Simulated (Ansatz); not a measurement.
## SbAs (model cell, started as wurtzite): following an unstable mode

Which phase does SbAs (model cell, started as wurtzite) fall into along its unstable mode, and how much energy does it gain?

Method: DFT PBEsol, scalar-relativistic, plane waves, PAW, in Ansatz 0.2.0.

This is a report of a sequence of runs, with the program logs left out and the cost of each run kept.

The structure was built from a prototype and need not be the compound's stable phase.

## 1. Set-up

It takes space group P6_3mc (No. 186, hexagonal). The conventional cell has a = 4.864 Å, b = 4.864 Å, c = 6.010 Å, α = 90.00°, β = 90.00°, γ = 120.00°. Nearest to Sb lie 4 As at 2.68 to 2.83 Å. As has 4 Sb at 2.68 to 2.83 Å nearest. Farther neighbours, and contacts between anions beyond the nearest, are not listed.

## 2. Response at finite wavevector

Stability and thermal properties need the whole zone. Linear response on a 2×2×2 q mesh gives force constants as far as a supercell of that size would.

File input.yaml:

```yaml
crystal:
  lattice:
    - [4.863994785, -3.2096e-06, 0.0]
    - [-2.4319946129, 4.2123446524, 0.0]
    - [0.0, 0.0, 6.0103731548]
  atoms:
    - { symbol: Sb, position: [0.3333333333, 0.6666666667, -0.0351829437] }
    - { symbol: Sb, position: [0.6666666667, 0.3333333333, 0.4648170563] }
    - { symbol: As, position: [0.3333333333, 0.6666666667, 0.4101829437] }
    - { symbol: As, position: [0.6666666667, 0.3333333333, 0.9101829437] }
kpoints:
  mp_grid: { grid: [12, 12, 6] }
hamiltonian:
  xc: pbesol
scf:
  occupations: { method: methfessel_paxton, width: 0.2 }
output:
  eigenvalues: true
phonons:
  method: dfpt
  qmesh: [2, 2, 2]
  temperatures: { t_max: 1000, t_step: 50 }
  qpath:
    path:
      - [[0.0, 0.0, 0.0], [0.5, 0.0, 0.0], [0.33333333, 0.33333333, 0.0], [0.0, 0.0, 0.0], [0.0, 0.0, 0.5], [0.5, 0.0, 0.5], [0.33333333, 0.33333333, 0.5], [0.0, 0.0, 0.5]]
      - [[0.5, 0.0, 0.5], [0.5, 0.0, 0.0]]
      - [[0.33333333, 0.33333333, 0.5], [0.33333333, 0.33333333, 0.0]]
    npoints: 10
```

The run is started by

```sh
> ansatz run input.yaml --threads 4 --pin off --max-ram 7168MiB --backend cpu --events-out ev --progress --plain --runs-dir out
```

Wall time 18 min (4 threads of Arm Neoverse V1, shared host); peak memory 4.3 GiB; 68 min of CPU time.

This step gave:

```yaml
volume_per_atom: 30.79 Å³
gap_on_the_k_mesh: 0 eV
sum_rule_residual_before_enforcement: 2.20e-5 eV/Å²
lowest_frequency_on_the_path: -23.70 cm⁻¹
point_group: 6mm
highest_frequency_on_path_mesh_or_solved_points: 195.2 cm⁻¹
highest_optical_mode_at_the_zone_centre_no_lo_to_term: 195.2 cm⁻¹
lowest_optical_zone_centre_mode: 22.55 cm⁻¹
lowest_mode_on_the_q_mesh_acoustic_modes_at_gamma_apart: -23.7 cm⁻¹
```

Frequencies (cm⁻¹) solved at each irreducible wavevector; negative means imaginary. Frequencies by wavevector, by row:

| q in reciprocal lattice units | star | mode 1 | mode 2 | mode 3 | mode 4 | mode 10 | mode 11 | mode 12 |
| --- | --- | --- | --- | --- | --- | --- | --- | --- |
| 0 0 0 | 1 | 0 | 0 | 0 | 22.6 | 151.7 | 166.1 | 195.2 |
| 0 0 -0.5 | 1 | 27.8 | 27.8 | 27.8 | 27.8 | 127.7 | 186.6 | 186.6 |
| 0 -0.5 0 | 3 | -23.7 | 35.4 | 52.7 | 76.7 | 133.7 | 175.5 | 182.6 |
| 0 -0.5 -0.5 | 3 | 12.7 | 12.7 | 70.4 | 70.4 | 136.7 | 193 | 193 |

Interpolated from a 2×2×2 q mesh. The phonon branches at the labelled points (cm⁻¹):

| point | branch 1 | branch 2 | branch 3 | branch 4 | branch 9 | branch 10 | branch 11 | branch 12 |
| --- | --- | --- | --- | --- | --- | --- | --- | --- |
| Γ | 0 | 0 | 0 | 23 | 152 | 152 | 166 | 195 |
| halfway | -20 | 30 | 32 | 62 | 131 | 141 | 172 | 187 |
| M | -24 | 35 | 53 | 77 | 113 | 134 | 176 | 183 |
| halfway | 32 | 46 | 57 | 74 | 115 | 130 | 176 | 180 |
| K | 54 | 56 | 66 | 66 | 118 | 128 | 178 | 178 |
| halfway | 18 | 34 | 38 | 62 | 130 | 134 | 174 | 185 |
| Γ | 0 | 0 | 0 | 23 | 152 | 152 | 166 | 195 |
| halfway | 20 | 20 | 21 | 21 | 146 | 146 | 174 | 194 |
| A | 28 | 28 | 28 | 28 | 128 | 128 | 187 | 187 |
| halfway | 23 | 23 | 65 | 65 | 132 | 132 | 190 | 190 |
| L | 13 | 13 | 70 | 70 | 137 | 137 | 193 | 193 |
| halfway | 39 | 39 | 69 | 69 | 136 | 136 | 193 | 193 |
| H | 58 | 58 | 63 | 63 | 136 | 136 | 192 | 192 |
| halfway | 31 | 31 | 65 | 65 | 130 | 130 | 190 | 190 |
| A | 28 | 28 | 28 | 28 | 128 | 128 | 187 | 187 |
| jump to L | 13 | 13 | 70 | 70 | 137 | 137 | 193 | 193 |
| halfway | -17 | 26 | 60 | 75 | 124 | 137 | 184 | 188 |
| M | -24 | 35 | 53 | 77 | 113 | 134 | 176 | 183 |
| jump to H | 58 | 58 | 63 | 63 | 136 | 136 | 192 | 192 |
| halfway | 56 | 57 | 64 | 64 | 127 | 132 | 185 | 185 |
| K | 54 | 56 | 66 | 66 | 118 | 128 | 178 | 178 |

Symmetry leaves 4 wavevectors to solve. The lowest mode among them, the acoustic zeros apart, lies at q = (0, -0.5, 0) and is imaginary, 23.7i cm⁻¹, so the energy falls along it.

## 3. The mode frozen in, largest atomic shift 0 Å

The mode followed lies at q = (0, -0.5, 0) with frequency 23.7i cm⁻¹, the softest among the wavevectors solved. At small amplitude the pattern taken leaves space group no. 33 by a symmetry search on the positions. The undistorted cell that holds it gives the zero of energy on the same k mesh.

System of this step: SbAs (model cell, started as wurtzite). The structure is hexagonal, space group P6_3mc (No. 186). The conventional cell has a = 4.864 Å, b = 4.864 Å, c = 6.010 Å, α = 90.00°, β = 90.00°, γ = 120.00°. Nearest to Sb lie 4 As at 2.68 to 2.83 Å. As has 4 Sb at 2.68 to 2.83 Å nearest. Farther neighbours, and contacts between anions beyond the nearest, are not listed.

File input.yaml:

```yaml
crystal:
  lattice:
    - [-4.863994785, 3.2096e-06, 0.0]
    - [0.0, 0.0, -6.0103731548]
    - [-5.5591e-06, -8.4246860953, 0.0]
  atoms:
    - { symbol: Sb, position: [0.5, 0.0351829437, 0.1666666667] }
    - { symbol: Sb, position: [1.0, 0.0351829437, 0.6666666667] }
    - { symbol: Sb, position: [1.0, 0.5351829437, 0.3333333333] }
    - { symbol: Sb, position: [0.5, 0.5351829437, 0.8333333333] }
    - { symbol: As, position: [0.5, 0.5898170563, 0.1666666667] }
    - { symbol: As, position: [1.0, 0.5898170563, 0.6666666667] }
    - { symbol: As, position: [1.0, 0.0898170563, 0.3333333333] }
    - { symbol: As, position: [0.5, 0.0898170563, 0.8333333333] }
kpoints:
  mp_grid: { grid: [8, 6, 4] }
hamiltonian:
  xc: pbesol
scf:
  occupations: { method: methfessel_paxton, width: 0.2 }
output:
  forces: true
  stress: true
  eigenvalues: true
```

Wall time 29 s (4 threads); peak memory 1.1 GiB.

Numbers from this step:

```
pressure                         : -0.01508 GPa
energy from the undistorted cell : 0 meV/atom
```

The run ends at a pressure of -0.02 GPa, with forces up to 0.012 eV/Å.

## 4. The mode frozen in, largest atomic shift 0.32 Å

The atoms are moved along the unstable eigenvector, the largest shift by 0.32 Å, with the cell fixed.

File input.yaml:

```yaml
crystal:
  lattice:
    - [-4.863994785, 3.2096e-06, 0.0]
    - [0.0, 0.0, -6.0103731548]
    - [-5.5591e-06, -8.4246860953, 0.0]
  atoms:
    - { symbol: Sb, position: [0.5563224304, 0.0351829437, 0.1666666667] }
    - { symbol: Sb, position: [0.9436775696, 0.0351829437, 0.6666666667] }
    - { symbol: Sb, position: [1.0563224304, 0.5351829437, 0.3333333333] }
    - { symbol: Sb, position: [0.4436775696, 0.5351829437, 0.8333333333] }
    - { symbol: As, position: [0.5657895442, 0.5898170563, 0.1666666667] }
    - { symbol: As, position: [0.9342104558, 0.5898170563, 0.6666666667] }
    - { symbol: As, position: [1.0657895442, 0.0898170563, 0.3333333333] }
    - { symbol: As, position: [0.4342104558, 0.0898170563, 0.8333333333] }
kpoints:
  mp_grid: { grid: [8, 6, 4] }
hamiltonian:
  xc: pbesol
scf:
  occupations: { method: methfessel_paxton, width: 0.2 }
output:
  forces: true
  stress: true
  eigenvalues: true
```

Wall time 30 s (4 threads); peak memory 1.1 GiB.

Read from the output:

```
pressure                         : -0.8911 GPa
energy from the undistorted cell : -3.373 meV/atom
```

The energy, extrapolated to zero smearing, is -3.37 meV/atom against the undistorted cell.

The run ends at a pressure of -0.89 GPa, with forces up to 0.14 eV/Å.

## 5. Energy along the mode, all amplitudes (two of the runs are shown above)

An imaginary frequency means negative curvature, so the energy should fall and then rise again as anharmonic terms take over.

This step gave:

```yaml
depth_at_the_lowest_point_sampled: 3.373 meV/atom
largest_atomic_shift_at_that_point: 0.32 Å
```

Table of energy from the parent by largest atomic shift:

| largest atomic shift (Å) | energy from the parent (meV/atom) |
| --- | --- |
| 0.000 | 0 |
| 0.040 | -0.133 |
| 0.080 | -0.504 |
| 0.140 | -1.35 |
| 0.220 | -2.58 |
| 0.320 | -3.37 |
| 0.450 | -1.29 |
| 0.600 | 7.88 |

Displacement at unit largest shift by atom:

| atom | x (Å) | y (Å) | z (Å) | size |
| --- | --- | --- | --- | --- |
| Sb1 | -0.86 | 0.00 | 0.00 | 0.86 |
| Sb2 | 0.86 | 0.00 | 0.00 | 0.86 |
| Sb3 | -0.86 | 0.00 | 0.00 | 0.86 |
| Sb4 | 0.86 | 0.00 | 0.00 | 0.86 |
| As5 | -1.00 | 0.00 | 0.00 | 1.00 |
| As6 | 1.00 | 0.00 | 0.00 | 1.00 |
| As7 | -1.00 | 0.00 | 0.00 | 1.00 |
| As8 | 1.00 | 0.00 | 0.00 | 1.00 |

The lowest step is at 0.32 Å, 3.37 meV/atom below the parent, and the energy rises beyond it.

## 6. Relaxing from the distorted cell

Starting from the lowest point found, all atoms and the cell are let go, so that strain and other modes of the same symmetry can join in.

Edit input.yaml of step 4 so:

```diff
@@ -24 +24,10 @@
   eigenvalues: true
+  write_density: true
+  write_potential: true
+  elf: true
+  volumetric_format: npy
+relax:
+  adjacent_minimum: "off"
+  f_tol: 0.002
+  max_steps: 120
+  cell: { stress_tol: 0.03 }
```

It took 8.1 min on 4 threads; peak memory 1.1 GiB.

Relaxation path:

| step | energy less that of the first step (eV) | largest force component (eV/Å) | pressure (GPa) | volume (Å³) |
| --- | --- | --- | --- | --- |
| 1 | 0.0000 | 0.1192 | -0.89 | 246.29 |
| 2 | -0.0897 | 0.1119 | 0.72 | 234.72 |
| 3 | -0.2565 | 0.2332 | 0.24 | 227.26 |
| 4 | -0.5623 | 0.3192 | -0.49 | 218.79 |
| 5 | -0.9278 | 0.3502 | -0.45 | 209.12 |
| 6 | -1.2637 | 0.2532 | 0.19 | 199.94 |
| 7 | -1.3897 | 0.1874 | 0.92 | 195.25 |
| 8 | -1.4526 | 0.1046 | -0.43 | 197.04 |
| 9 | -1.4578 | 0.0066 | -0.16 | 197.15 |
| 10 | -1.4592 | 0.0081 | -0.12 | 197.12 |
| 11 | -1.4596 | 0.0004 | -0.03 | 196.87 |
| 12 | -1.4596 | 0.0004 | 0.00 | 196.74 |
| 13* | -1.4533 | 0.0004 | -0.01 | 196.74 |

Relaxation steps marked * repeat the geometry before them on a plane-wave basis chosen anew for their cell, so energy and pressure can jump there.

The run keeps the 4 symmetry operations that the program found, so distortions that break them were not tested.

| cell as run | before | after | change |
| --- | --- | --- | --- |
| a (Å) | 4.864 | 4.093 | -15.8 % |
| b (Å) | 6.010 | 5.874 | -2.3 % |
| c (Å) | 8.425 | 8.183 | -2.9 % |
| volume (Å³/atom) | 30.79 | 24.59 | -20.1 % |

The atoms that moved most (Å, as changes of fractional coordinates times the final cell):

| atom | dx | dy | dz | length |
| --- | --- | --- | --- | --- |
| Sb3 | -0.793 | -0.341 | -0.023 | 0.863 |
| Sb2 | 0.793 | 0.341 | -0.023 | 0.863 |
| Sb4 | 0.793 | -0.341 | -0.023 | 0.863 |
| Sb1 | -0.793 | 0.341 | -0.023 | 0.863 |
| As6 | 0.754 | 0.341 | 0.023 | 0.828 |
| As7 | -0.754 | -0.341 | 0.023 | 0.828 |
| As8 | 0.754 | -0.341 | 0.023 | 0.828 |
| As5 | -0.754 | 0.341 | 0.023 | 0.828 |

Final coordinates:

```cif
data_structure
_symmetry_space_group_name_H-M 'P 1'
_symmetry_Int_Tables_number 1
_cell_length_a 4.0934
_cell_length_b 5.8735
_cell_length_c 8.1829
_cell_angle_alpha 90.000
_cell_angle_beta 90.000
_cell_angle_gamma 90.000
_cell_volume 196.74
loop_
_atom_site_label
_atom_site_type_symbol
_atom_site_fract_x
_atom_site_fract_y
_atom_site_fract_z
_atom_site_occupancy
Sb1 Sb 0.75001 0.03911 0.12496 1
Sb2 Sb 0.74999 0.03911 0.62496 1
Sb3 Sb 0.25001 0.53911 0.37504 1
Sb4 Sb 0.24999 0.53911 0.87504 1
As5 As 0.75002 0.58589 0.12500 1
As6 As 0.74998 0.58589 0.62500 1
As7 As 0.25002 0.08589 0.37500 1
As8 As 0.24998 0.08589 0.87500 1
```

Numbers from this step:

```
pressure        : -0.007046 GPa
volume per atom : 24.59 Å³
```

Electrostatic potential energy in the bc plane at fractional x = 0.250, with atoms of Sb and As within 0.2 Å of it. With pseudopotentials it is smooth inside the atoms' cores, unlike the true potential.

Values in eV, 22 rows by 16 columns, each cell a mean:
```
 -5  -6  -6   1   9   9   2 -10 -15 -14  -7   5  11  13  11   5
  2  12   6  -5   4   6  -7 -17 -17 -17 -15  -3   9  12   8  -4
 10  14  12  -4   2   4 -10 -17 -16 -16 -16  -6   8  11   7  -6
  1  10   5  -5   4   6  -6 -16 -17 -17 -15  -3   9  12   9  -4
 -4  -5  -5   1   9   9   3  -9 -14 -13  -6   5  11  13  11   5
  8   6   7  10  12  12  10   5   1   2   7  11  13  14  13  11
 13  12  13  13  14  14  13  12  11  11  12  13  14  14  14  13
 13  13  14  14  14  14  14  14  13  13  14  14  14  14  14  14
 13  13  14  14  14  14  14  13  13  13  14  14  14  14  14  14
 12  12  12  13  14  14  13  12  11  11  12  13  14  14  14  13
  8   5   7  10  12  12  10   5   1   2   6  11  13  14  13  11
 -4  -5  -5   1   9   9   2  -9 -14 -13  -7   5  11  13  11   5
  2  11   6  -5   4   6  -7 -17 -17 -17 -15  -3   9  12   8  -4
 10  14  12  -4   1   4 -10 -17 -16 -16 -16  -6   8  11   7  -6
  2  11   5  -6   4   6  -7 -17 -17 -17 -15  -3   9  12   9  -4
 -5  -6  -6   2   9  10   3  -9 -14 -13  -6   5  11  13  11   5
  8   6   7  10  12  12  10   5   2   2   7  11  13  14  13  11
 13  12  13  13  14  14  13  12  11  11  12  13  14  14  14  13
 13  13  14  14  14  14  14  13  13  13  14  14  14  14  14  14
 13  13  14  14  14  14  14  13  13  13  14  14  14  14  14  14
 13  12  12  13  14  14  13  12  11  11  12  13  14  14  14  13
  8   6   7  10  12  12  10   5   1   2   7  11  13  14  13  11
```
Columns run along b (5.9 Å; values clipped at the 3rd and 97th percentile), rows up along c (8.2 Å). Atoms in or near the plane, at fractional coordinates: Sb at (0.54, 0.38), Sb at (0.54, 0.88), As at (0.09, 0.38), As at (0.09, 0.88).

ELF in the bc plane at fractional x = 0.250, with atoms of Sb and As within 0.2 Å of it. It is the smooth field of the valence electrons, not physical close to the nuclei.

Values, 22 rows by 16 columns, each cell a mean:
```
0.66 0.61 0.60 0.59 0.56 0.48 0.38 0.33 0.27 0.30 0.39 0.45 0.31 0.19 0.43 0.64
0.50 0.31 0.38 0.59 0.66 0.56 0.35 0.18 0.04 0.05 0.26 0.43 0.40 0.29 0.55 0.68
0.37 0.26 0.26 0.55 0.68 0.58 0.33 0.10 0.00 0.01 0.18 0.42 0.42 0.33 0.58 0.67
0.51 0.33 0.40 0.59 0.65 0.56 0.35 0.19 0.05 0.07 0.26 0.43 0.40 0.29 0.54 0.68
0.66 0.60 0.59 0.58 0.54 0.47 0.38 0.33 0.28 0.30 0.39 0.45 0.31 0.19 0.42 0.64
0.58 0.58 0.54 0.44 0.33 0.28 0.33 0.37 0.38 0.40 0.43 0.35 0.16 0.09 0.22 0.46
0.29 0.32 0.28 0.19 0.12 0.10 0.15 0.24 0.30 0.31 0.25 0.15 0.07 0.05 0.09 0.19
0.12 0.12 0.10 0.07 0.04 0.04 0.06 0.09 0.12 0.12 0.10 0.06 0.04 0.03 0.05 0.09
0.12 0.13 0.11 0.07 0.04 0.04 0.06 0.10 0.13 0.13 0.11 0.07 0.04 0.03 0.05 0.09
0.31 0.33 0.29 0.20 0.13 0.11 0.16 0.25 0.30 0.31 0.26 0.16 0.07 0.05 0.09 0.20
0.58 0.59 0.54 0.45 0.34 0.29 0.33 0.37 0.38 0.40 0.42 0.35 0.17 0.10 0.23 0.47
0.65 0.60 0.59 0.58 0.55 0.47 0.38 0.33 0.27 0.29 0.39 0.45 0.31 0.19 0.42 0.64
0.50 0.32 0.39 0.59 0.65 0.56 0.35 0.18 0.04 0.06 0.26 0.43 0.40 0.29 0.54 0.68
0.36 0.27 0.26 0.55 0.68 0.58 0.33 0.09 0.00 0.00 0.17 0.42 0.42 0.33 0.58 0.67
0.51 0.31 0.39 0.59 0.65 0.56 0.35 0.19 0.04 0.06 0.26 0.43 0.40 0.29 0.54 0.68
0.66 0.62 0.60 0.58 0.54 0.47 0.38 0.33 0.29 0.31 0.39 0.45 0.30 0.19 0.42 0.64
0.57 0.58 0.53 0.44 0.32 0.28 0.33 0.37 0.38 0.41 0.43 0.35 0.16 0.09 0.22 0.45
0.29 0.32 0.28 0.19 0.12 0.11 0.15 0.24 0.29 0.30 0.25 0.15 0.07 0.05 0.09 0.19
0.12 0.13 0.11 0.07 0.04 0.04 0.06 0.10 0.13 0.13 0.10 0.07 0.04 0.03 0.05 0.09
0.12 0.13 0.11 0.07 0.05 0.04 0.06 0.10 0.13 0.13 0.11 0.07 0.04 0.03 0.05 0.09
0.30 0.33 0.28 0.20 0.12 0.11 0.16 0.24 0.30 0.31 0.25 0.15 0.07 0.05 0.09 0.20
0.58 0.59 0.54 0.45 0.33 0.28 0.34 0.37 0.39 0.41 0.43 0.36 0.16 0.09 0.22 0.47
```
Columns run along b (5.9 Å), rows up along c (8.2 Å). Atoms in or near the plane, at fractional coordinates: Sb at (0.54, 0.38), Sb at (0.54, 0.88), As at (0.09, 0.38), As at (0.09, 0.88).

[end of part 1 of 2]

[Long decimals in the printed logs are rounded to 6 places.]

[Logs are printed without paths, hosts, clocks, repeated set-up lines and the standing remarks that a program may print on its own settings, such as how far it seeks lower states.]

[Hosts, paths, dates, database ids (printed as entryN), source tags and the programs' standing remarks are cut or masked in the printed files.]

[Where the starting crystal was built by hand or by swapping elements, it need not be the compound's stable phase.]
